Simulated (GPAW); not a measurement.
# Near-edge structure at the Li K edge of LiRh (P-6m2)

Aim: the dependence of the Li K near-edge features of LiRh (P-6m2) on volume.

Program: GPAW 26.7.0. Level of theory: X-ray absorption from dipole matrix elements to empty bands, plane-wave PAW LDA. Results are calculated unless marked as measured.

### Step 1. Starting point

It takes space group P-6m2 (No. 187, hexagonal). Conventional cell: a = 2.652 Å, b = 2.652 Å, c = 4.327 Å, α = 90.00°, β = 90.00°, γ = 120.00°. Rh has 6 Li at 2.65 Å and 6 Rh at 2.65 Å nearest. Nearest to Li lie 6 Rh at 2.65 Å and 6 Li at 2.65 Å. Farther neighbours are not listed.

As a file:

```xyz
2
Lattice="2.6523 0.0000 0.0000 -1.3262 2.2970 0.0000 0.0000 0.0000 4.3266" Properties=species:S:1:pos:R:3 pbc="T T T"
Rh    1.3262    0.7657    0.0000
Li    0.0000    0.0000    2.1633
```

### Step 2. Ground state of the crystal

A plain self-consistent run shows whether there is a gap, which decides the set-up of the core-hole run.

File scf.py:

```python
import numpy as np
from ase import Atoms
from ase.parallel import parprint, paropen
from gpaw import GPAW, PW, FermiDirac, Mixer, MixerDif, setup_paths
from gpaw.test import gen
setup_paths.insert(0, '.')
gen('Li', name='nch1s', xcname='LDA', corehole=(1, 0, 0), write_xml=True)
from gpaw.mpi import world
world.barrier()

atoms = Atoms('RhLi',
    cell=[[2.65230046, 0, 0],
     [-1.32615023, 2.29695958, 0],
     [0, 0, 4.32660441]],
    scaled_positions=[[0.66666667, 0.33333333, 0],
     [0, 0, 0.5]],
    pbc=True)
atoms.calc = calc = GPAW(legacy_gpaw=True, mode=PW(500, force_complex_dtype=True), xc='LDA', setups={1: 'nch1s'},
    kpts={'size': (11, 11, 6), 'gamma': True}, occupations=FermiDirac(0.05),
    charge=0, mixer=Mixer(0.1, 5, 50), maxiter=150,
    convergence={'density': 0.0001, 'eigenstates': 1e-6}, txt='scf.txt')
energy = atoms.get_potential_energy() + calc.get_reference_energy()
ef = calc.get_fermi_level()
out = dict(energy=energy, fermi=ef, forces=atoms.get_forces().tolist())
parprint(f'all-electron energy {energy:.4f} eV, Fermi level {ef:.4f} eV')
ev = np.array([[calc.get_eigenvalues(k, s) for k in range(len(calc.get_ibz_k_points()))] for s in range(calc.get_number_of_spins())])
out['homo'], out['lumo'], out['counts'] = ev[ev < ef].max(), ev[ev > ef].min(), sorted(set((ev < ef).sum((0, 2)).tolist()))
out['filled'] = (ev[:, 0] < ef).sum(1).tolist()
import json
with paropen('out.json', 'w') as f:
    json.dump(out, f)
```

The run is started by

```
OMP_NUM_THREADS=1 mpirun -n 4 gpaw python scf.py
```

Numbers of over 12 decimals in the logs are rounded to 6 here.

Log:

```text
Input parameters:
  convergence: {density: 0.0001,
                eigenstates: 1e-06}
  kpts: {gamma: True,
         size: (11, 11, 6)}
  maxiter: 150
  mixer: {backend: pulay,
          beta: 0.1,
          method: separate,
          nmaxold: 5,
          weight: 50}
  mode: {ecut: 500.0,
         force_complex_dtype: True,
         name: pw}
  occupations: {fixmagmom: False,
                name: fermi-dirac,
                width: 0.05}
  setups: {1: nch1s}

Initialize ...

[... PAW data sets ...]

Reference energy: -130208.739038  # eV

Spin-paired calculation

[... convergence settings ...]
Symmetries present (total): 4
  [... symmetry matrices ...]

726 k-points: 11 x 11 x 6 Monkhorst-Pack grid + [0.000000,0.000000,1/12]
144 k-points in the irreducible part of the Brillouin zone
       k-points in crystal coordinates                weights
   0:     0.00000000    0.00000000    0.00000000          1/726
   1:     0.00000000    0.00000000    0.16666667          2/726
   2:     0.00000000    0.00000000    0.33333333          2/726
   3:     0.00000000    0.00000000    0.50000000          1/726
   4:     0.00000000    0.09090909    0.00000000          2/726
   5:     0.00000000    0.09090909    0.16666667          4/726
   6:     0.00000000    0.09090909    0.33333333          4/726
   7:     0.00000000    0.09090909    0.50000000          2/726
   8:     0.00000000    0.18181818    0.00000000          2/726
   9:     0.00000000    0.18181818    0.16666667          4/726
          ...
 143:     0.45454545    0.45454545    0.50000000          4/726

Wave functions: Plane wave expansion
  Cutoff energy: 500.000 eV
  Number of coefficients (min, max): 658, 687
  Pulay-stress correction: 0.000000 eV/Ang^3 (de/decut=0.000000)
  Using FFTW library
  Wavefunction extrapolation:
    Improved wavefunction reuse through dual PAW basis

Occupation numbers: Fermi-Dirac:
  width: 0.0500  # eV

Eigensolver
   Davidson(niter=2)

Densities:
  Coarse grid: 14*14*24 grid
  Fine grid: 28*28*48 grid
  Total Charge: 0.000000

Density mixing:
  Method: separate
  Backend: pulay
  Linear mixing parameter: 0.1
  old densities: 5
  Width of damping distribution: 1.1
  Damping of long wavelength oscillations: 50

[... Hamiltonian set-up ...]
Number of atoms: 2
Number of atomic orbitals: 16
Number of bands in calculation: 14
Number of valence electrons: 16
Bands to converge: occupied

... initialized

Initializing position-dependent things.

Density initialized from atomic densities
Creating initial wave functions:
  14 bands from LCAO basis set

       Li

           Rh

Atomic positions and initial magnetic moments

Positions:
   0 Rh     1.326150    0.765653    0.000000    ( 0.0000,  0.0000,  0.0000)
   1 Li     0.000000    0.000000    2.163302    ( 0.0000,  0.0000,  0.0000)

Unit cell:
           periodic     x           y           z      points  spacing
  1. axis:    yes    2.652300    0.000000    0.000000    14     0.1641
  2. axis:    yes   -1.326150    2.296960    0.000000    14     0.1641
  3. axis:    yes    0.000000    0.000000    4.326604    24     0.1803

  Lengths:   2.652300   2.652300   4.326604
  Angles:   90.000000  90.000000 120.000000

Effective grid spacing dv^(1/3) = 0.1776

iter:   1   -12.370572
iter:   2   -11.583420   -1.54  -1.14
iter:   3   -11.177284   -1.46  -1.34
iter:   4   -11.150002   -2.94  -1.69
iter:   5   -11.124684   -2.41  -1.80
iter:   6   -11.123451   -3.07  -2.23
iter:   7   -11.122016c  -3.28  -2.39
iter:   8   -11.121828c  -4.19  -3.08
iter:   9   -11.121832c  -4.27  -3.10
iter:  10   -11.121811c  -5.08  -3.50
iter:  11   -11.121812c  -5.72  -3.81
iter:  12   -11.121817c  -5.75  -3.87
iter:  13   -11.121817c  -6.99c -4.10c

Converged after 13 iterations.

Dipole moment: (2.962356, -1.710317, -0.000000) |e|*Ang

Energy contributions relative to reference atoms: (reference = -130208.739038)

Kinetic:         -2.312649
Potential:       +0.746851
External:        +0.000000
XC:              -9.404673
Entropy (-ST):   -0.014347
Local:           -0.144172
SIC:             +0.000000
--------------------------
Free energy:    -11.128991
Extrapolated:   -11.121817

Showing only first 2 kpts
 Kpt  Band  Eigenvalues  Occupancy
  0     6      4.02169    2.00000
  0     7      6.34246    0.00163
  0     8      6.34246    0.00163
  0     9      6.84095    0.00000

  1     6      4.02375    2.00000
  1     7      6.25620    0.00913
  1     8      6.33394    0.00194
  1     9      6.33394    0.00194

Fermi level: 5.98698

No gap
No difference between direct/indirect transitions

Forces in eV/Ang:
  0 Rh    0.00000   -0.00000    0.00000
  1 Li    0.00000   -0.00000    0.00000
Scalar-relativistic atomic LDA calculation for Li (Lithium, Z=3)
Core hole in 1s state (1s occupation: 2.0)
300 radial gridpoints.
|------------------------------------------------|
|------------------------------------------------|
[... the atom generator's iteration count ...]

Energy contributions:
-------------------------
Kinetic:       +7.239206
XC:            -1.652020
Potential:    -12.922674
-------------------------
Total:         -7.335488

state      eigenvalue         ekin         rmax
-----------------------------------------------
1s^2.0 :    -1.878344     3.502985        0.365
2s^1.0 :    -0.105610     0.233235        3.124
2p^0.0 :    -0.041382     0.137004        3.898
-----------------------------------------------
(units: Bohr and Hartree)

Generating PAW setup
Kinetic energy of the core from tauc = 7.006868
Cutoffs:
rc(s)=2.000
rc(p)=2.000
rc(d)=2.000
rc(vbar)=1.800
rc(comp)=2.000
rc(nct)=2.000

Kinetic energy of the core states: 7.005971
Charge: 0.0
Core electrons: 2.0
Valence electrons: 1.0
Pseudo-core charge: 0.168869
Shape function alpha=2.500
Pseudo-electron charge 1.164086
state    eigenvalue         norm
--------------------------------
2s(1) :    -0.105610     0.995217
*s    :     0.894390
2p(0) :    -0.041382     0.995581
*p    :     0.958618
*d    :     0.000000
--------------------------------

Diagonalizing with gridspacing h=0.050

state   all-electron     PAW
-------------------------------
2s:      -0.105610    -0.105589
2p:      -0.041382    -0.041286
*d:                    0.026692
*f:                    0.061621
-------------------------------
all-electron energy -130219.8609 eV, Fermi level 5.9870 eV
```

Elapsed: 13 s, on 4 MPI ranks of Arm Neoverse N1, shared host; peak memory 0.17 GiB.

The mesh shows no gap, so the system is treated as a metal and the core electron is put at the Fermi level (neutral cell).

### Step 3. Supercell without a hole, the energy reference

The photon energy needs a difference of total energies, so the cell and mesh of the coming hole run are first run without a hole.

scf.py: that of step 2 with these lines changed.

```diff
@@ -10,11 +10,25 @@
 
-atoms = Atoms('RhLi',
-    cell=[[2.65230046, 0, 0],
-     [-1.32615023, 2.29695958, 0],
-     [0, 0, 4.32660441]],
-    scaled_positions=[[0.66666667, 0.33333333, 0],
-     [0, 0, 0.5]],
+atoms = Atoms('Rh8Li8',
+    cell=[[-3.97845069, 2.29695958, 4.32660441],
+     [3.97845069, -2.29695958, 4.32660441],
+     [2.65230046, 4.59391915, -4.32660441]],
+    scaled_positions=[[0.04166667, 0.20833333, 0.25],
+     [0.54166667, 0.70833333, 0.25],
+     [0.91666667, 0.58333333, 0.5],
+     [0.41666667, 0.08333333, 0.5],
+     [0.29166667, 0.45833333, 0.75],
+     [0.79166667, 0.95833333, 0.75],
+     [0.66666667, 0.33333333, 0],
+     [0.16666667, 0.83333333, 0],
+     [0.25, 0.25, 0],
+     [0.75, 0.75, 0],
+     [0.125, 0.625, 0.25],
+     [0.625, 0.125, 0.25],
+     [0.5, 0.5, 0.5],
+     [0, 0, 0.5],
+     [0.875, 0.375, 0.75],
+     [0.375, 0.875, 0.75]],
     pbc=True)
-atoms.calc = calc = GPAW(legacy_gpaw=True, mode=PW(500, force_complex_dtype=True), xc='LDA', setups={1: 'nch1s'},
-    kpts={'size': (11, 11, 6), 'gamma': True}, occupations=FermiDirac(0.05),
+atoms.calc = calc = GPAW(legacy_gpaw=True, mode=PW(500, force_complex_dtype=True), xc='LDA', setups={8: 'nch1s'},
+    kpts={'size': (4, 4, 4), 'gamma': True}, occupations=FermiDirac(0.1),
     charge=0, mixer=Mixer(0.1, 5, 50), maxiter=150,
```

Log:

```text
Input parameters:
  convergence: {density: 0.0001,
                eigenstates: 1e-06}
  kpts: {gamma: True,
         size: (4, 4, 4)}
  maxiter: 150
  mixer: {backend: pulay,
          beta: 0.1,
          method: separate,
          nmaxold: 5,
          weight: 50}
  mode: {ecut: 500.0,
         force_complex_dtype: True,
         name: pw}
  occupations: {fixmagmom: False,
                name: fermi-dirac,
[...]
2s(1) :    -0.105610     0.995217
*s    :     0.894390
2p(0) :    -0.041382     0.995581
*p    :     0.958618
*d    :     0.000000
--------------------------------

Diagonalizing with gridspacing h=0.050

state   all-electron     PAW
-------------------------------
2s:      -0.105610    -0.105589
2p:      -0.041382    -0.041286
*d:                    0.026692
*f:                    0.061621
-------------------------------
all-electron energy -1041758.7243 eV, Fermi level 6.1200 eV
[key lines of the parts left out:]
Converged after 16 iterations.
Dipole moment: (0.497406, -0.287177, 0.003666) |e|*Ang
Free energy:    -89.021075
Fermi level: 6.11996
```

The job ended after 4 min (4 MPI ranks; peak memory 0.41 GiB).

Reference energy: -1041758.724 eV with the cores included.

[end of part 1 of 3]

[Banner, clock and machine lines of the logs are left out without a mark of their own.]

[Logs are printed without paths, hosts, clocks, repeated set-up lines and the standing remarks that a program may print on its own settings, such as how far it seeks lower states.]

[Hosts, paths, dates, database ids (printed as entryN), source tags and the programs' standing remarks are cut or masked in the printed files.]

[Lists of maxima count a maximum above −3 eV only where it reaches 4 % of the highest in the window and stands out from its surroundings by 2 % of it (1.5 % where it reaches 55 %); shoulders and weaker maxima are passed over, and of the rest the first, up to two pre-edge ones and the few strongest are named.]
